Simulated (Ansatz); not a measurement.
# F on Mg(0001): change of the work function, part 2 of 2

Aim: the work function of Mg(0001) at several coverages of F (fcc site), and the dipole that each adsorbate carries.

Ansatz 0.2.0; plane-wave DFT, PBE, Ansatz PAW.

So far, work function, upper face (eV): step 2 (the clean slab) 3.79; step 3 (37 atoms, coverage 0.111 ML, cell 3x3) 3.74; step 4 (17 atoms, coverage 0.25 ML, cell 2x2) 3.69.

### 5. The covered slab, k-mesh 6×6×1, coverage 0.5 ML

System of this step: F/Mg(0001). The cell holds 18 atoms: 16 Mg and 2 F. Its edges and angles: a = 6.420 Å, b = 6.420 Å, c = 26.699 Å, α = 90.0°, β = 90.0°, γ = 60.0°. Vacuum lies along c.

Contents of input.yaml:

```yaml
crystal:
  lattice:
    - [6.4199999999, 0.0, 0.0]
    - [3.21, 5.5598830922, 0.0]
    - [0.0, 0.0, 26.6993944582]
  atoms:
    - { symbol: Mg, position: [0.3333333333, 0.3333333333, 0.3370862966] }
    - { symbol: Mg, position: [0.0, 0.0, 0.4347109826] }
    - { symbol: Mg, position: [0.3333333333, 0.3333333333, 0.5325265896] }
    - { symbol: Mg, position: [0.0, 0.0, 0.6310347904] }
    - { symbol: Mg, position: [0.3333333333, 0.8333333333, 0.3370862966] }
    - { symbol: Mg, position: [0.0, 0.5, 0.4347109826] }
    - { symbol: Mg, position: [0.3333333333, 0.8333333333, 0.5325265896] }
    - { symbol: Mg, position: [0.0, 0.5, 0.6310347904] }
    - { symbol: Mg, position: [0.8333333333, 0.3333333333, 0.3370862966] }
    - { symbol: Mg, position: [0.5, 0.0, 0.4347109826] }
    - { symbol: Mg, position: [0.8333333333, 0.3333333333, 0.5325265896] }
    - { symbol: Mg, position: [0.5, 0.0, 0.6310347904] }
    - { symbol: Mg, position: [0.8333333333, 0.8333333333, 0.3370862966] }
    - { symbol: Mg, position: [0.5, 0.5, 0.4347109826] }
    - { symbol: Mg, position: [0.8333333333, 0.8333333333, 0.5325265896] }
    - { symbol: Mg, position: [0.5, 0.5, 0.6310347904] }
    - { symbol: F, position: [0.1666666667, 0.1666666667, 0.6629137034] }
    - { symbol: F, position: [0.6666666667, 0.1666666667, 0.6629137034] }
kpoints:
  mp_grid: { grid: [6, 6, 1] }
hamiltonian:
  xc: pbe
scf:
  occupations: { method: fermi_dirac, width: 0.1 }
  convergence: { dr2_threshold: 1.0e-08 }
efield:
  axis: 3
  dipole_correction: true
  ramp_position: 0.97
  ramp_width: 0.06
relax:
  f_tol: 0.02
  max_steps: 60
  constraints: [{ sites: [0, 1, 4, 5, 8, 9, 12, 13] }]
output:
  dos: { projected: true, e_range: [-8, 4] }
  write_potential: true
  write_density: true
  volumetric_format: npy
  elf: true
```

The run is started by

```bash
ansatz run input.yaml --threads 4 --pin off --max-ram 16384MiB --backend cpu --events-out ev --progress --plain --runs-dir out
```

Run time: 1.9 min. Hardware: 4 threads of Arm Neoverse V1, shared host; peak memory 2.7 GiB; 7.3 min of CPU time.

Step by step:

```tsv
step	energy less that of the first step (eV)	largest force component (eV/Å)
1	0.0000	0.2659
2	-0.0305	0.1392
3	-0.0438	0.0194
```

The run keeps the 4 symmetry operations that the program found, so distortions that break them were not tested.

The atoms that moved most (Å):

```tsv
atom	dx	dy	dz	length
Mg4	0.000	-0.088	0.094	0.129
Mg12	0.000	-0.088	0.094	0.129
Mg16	0.000	-0.032	-0.095	0.100
Mg8	0.000	-0.032	-0.095	0.100
F18	0.000	0.001	0.049	0.049
F17	0.000	0.001	0.049	0.049
Mg3	0.000	-0.026	-0.017	0.031
Mg11	0.000	-0.026	-0.017	0.031
```

The relaxed structure:

```xyz
18
Lattice="6.4200 0.0000 0.0000 3.2100 5.5599 0.0000 0.0000 0.0000 26.6994" Properties=species:S:1:pos:R:3
Mg    3.2100    1.8533    9.0000
Mg    0.0000    0.0000   11.6065
Mg    3.2100    1.8268   14.2012
Mg    0.0000   -0.0875   16.9425
Mg    4.8150    4.6332    9.0000
Mg    1.6050    2.7799   11.6065
Mg    4.8150    4.6385   14.2144
Mg    1.6050    2.7482   16.7529
Mg    6.4200    1.8533    9.0000
Mg    3.2100    0.0000   11.6065
Mg    6.4200    1.8268   14.2012
Mg    3.2100   -0.0875   16.9425
Mg    8.0250    4.6332    9.0000
Mg    4.8150    2.7799   11.6065
Mg    8.0250    4.6385   14.2144
Mg    4.8150    2.7482   16.7529
F     1.6050    0.9281   17.7485
F     4.8150    0.9281   17.7485
```

The relaxation took 3 steps and lowered the energy by 0.044 eV; the largest force on the free atoms ends at 0.019 eV/Å.

The covered face has 3.59 eV, -0.20 eV against the clean one; the bare back face has moved by -0.04 eV, a measure of how thin the slab is.

### 6. The covered slab, k-mesh 12×12×1, coverage 1 ML

System of this step: F/Mg(0001). The cell holds 5 atoms: 4 Mg and 1 F. Its edges and angles: a = 3.210 Å, b = 3.210 Å, c = 26.699 Å, α = 90.0°, β = 90.0°, γ = 60.0°. Vacuum lies along c.

input.yaml, the sections that differ from step 5:

```yaml
crystal:
  lattice:
    - [3.21, 0.0, 0.0]
    - [1.605, 2.7799415461, 0.0]
    - [0.0, 0.0, 26.6993944582]
  atoms:
    - { symbol: Mg, position: [0.6666666667, 0.6666666667, 0.3370862966] }
    - { symbol: Mg, position: [0.0, 0.0, 0.4347109826] }
    - { symbol: Mg, position: [0.6666666667, 0.6666666667, 0.5325265896] }
    - { symbol: Mg, position: [0.0, 0.0, 0.6310347904] }
    - { symbol: F, position: [0.3333333333, 0.3333333333, 0.6629137034] }
kpoints:
  mp_grid: { grid: [12, 12, 1] }
relax:
  f_tol: 0.02
  max_steps: 60
  constraints: [{ sites: [0, 1] }]
output:
  write_potential: true
  write_density: true
  volumetric_format: npy
# hamiltonian, scf, efield: as in step 5
```

Elapsed: 9.7 s, on 4 threads; peak memory 0.52 GiB; 37 s of CPU time.

Relaxation path:

```tsv
step	energy less that of the first step (eV)	largest force component (eV/Å)
1	0.0000	0.5204
2	-0.0143	0.2283
3	-0.0181	0.0248
4	-0.0182	0.0017
```

The run keeps the 6 symmetry operations that the program found, so distortions that break them were not tested.

The atoms that moved most (Å):

```tsv
atom	dx	dy	dz	length
Mg4	0.000	0.000	-0.079	0.079
Mg3	0.000	0.000	-0.035	0.035
F5	0.000	0.000	-0.010	0.010
```

The relaxed structure:

```cif
data_structure
_symmetry_space_group_name_H-M 'P 1'
_symmetry_Int_Tables_number 1
_cell_length_a 3.2100
_cell_length_b 3.2100
_cell_length_c 26.6994
_cell_angle_alpha 90.000
_cell_angle_beta 90.000
_cell_angle_gamma 60.000
_cell_volume 238.26
loop_
_atom_site_label
_atom_site_type_symbol
_atom_site_fract_x
_atom_site_fract_y
_atom_site_fract_z
_atom_site_occupancy
Mg1 Mg 0.66667 0.66667 0.33709 1
Mg2 Mg 0.00000 0.00000 0.43471 1
Mg3 Mg 0.66667 0.66667 0.53123 1
Mg4 Mg 0.00000 0.00000 0.62807 1
F5 F 0.33333 0.33333 0.66254 1
```

Running mean over 2.60652 Å of the planar mean; the ramp of the sawtooth is left out. The electron's electrostatic potential energy less the Fermi level by z:

```tsv
z (Å)	electron's electrostatic potential energy less the Fermi level (eV)
3.5	3.72
4.0	3.72
4.5	3.72
5.0	3.71
5.5	3.68
6.0	3.58
6.5	3.31
7.0	2.57
7.5	0.673
8.0	-2.08
8.5	-3.55
9.0	-3.98
9.5	-4.02
10.0	-3.99
10.5	-3.99
11.0	-4.00
11.5	-4.00
12.0	-4.02
12.5	-4.11
13.0	-4.17
13.5	-4.07
14.0	-4.01
14.5	-4.01
15.0	-4.14
15.5	-4.35
16.0	-4.76
16.5	-6.02
17.0	-6.73
17.5	-5.99
18.0	-3.64
18.5	-0.735
19.0	1.62
19.5	3.12
20.0	3.44
20.5	3.48
21.0	3.49
21.5	3.49
22.0	3.49
22.5	3.49
23.0	3.49
23.5	3.49
```

The relaxation took 4 steps and lowered the energy by 0.018 eV; the largest force on the free atoms ends at 0.0017 eV/Å.

The covered face has 3.49 eV, -0.29 eV against the clean one; the bare back face has moved by -0.07 eV, a measure of how thin the slab is.

### 7. Work function against coverage

This step: plane-wave DFT, PBE, Ansatz PAW; work function against coverage (Ansatz 0.2.0).

The runs are now put side by side.

This step gave:

- work function of the clean face: 3.787 eV
- largest change of the work function: -0.2924 eV

Work function of the covered face against coverage:

```tsv
coverage (adsorbates/nm²)	work function of the covered face (eV)
0.00	3.79
1.25	3.74
2.80	3.69
5.60	3.59
11.21	3.49
```

The dipole per adsorbate comes from the change of the cell's dipole. Coverage, by row:

```tsv
coverage (1/nm²)	coverage (ML)	work function (eV)	change (eV)	dipole per adsorbate, positive end outwards (debye)	mean height of the added atoms over the highest substrate atom (Å)
1.245	0.1111	3.735	-0.05196	0.076	0.8821
2.802	0.25	3.685	-0.102	0.075	0.8758
5.603	0.5	3.588	-0.1996	0.075	0.806
11.21	1	3.495	-0.2924	0.053	0.9202
```

### 8. What came out

```
work function of the clean face                        : 3.79 eV
work function at 0.11 ML                               : 3.74 eV
work function at 0.25 ML                               : 3.69 eV
work function at 0.5 ML                                : 3.59 eV
work function at 1 ML                                  : 3.49 eV
dipole per adsorbate at 0.11 ML, positive end outwards : 0.08 D
```

What this shows: At the lowest coverage F changes the work function of Mg(0001) by under 0.15 eV, within the error of so thin a slab; the largest change, -0.29 eV, comes at higher coverage. The slab has 4 layers, at the tabulated experimental lattice constant, one starting site was run, and quantum-size effects of a slab this thin can reach one or two tenths of an eV.

[Long decimals in the printed logs are rounded to 6 places.]

[Logs are printed without paths, hosts, clocks, repeated set-up lines and the standing remarks that a program may print on its own settings, such as how far it seeks lower states.]

[Hosts, paths, dates, database ids (printed as entryN), source tags and the programs' standing remarks are cut or masked in the printed files.]

[Maps of the electrostatic potential energy from Ansatz leave out the sawtooth potential of an applied field or a dipole correction, so their vacuum need not be flat; planar profiles and work functions include it.]
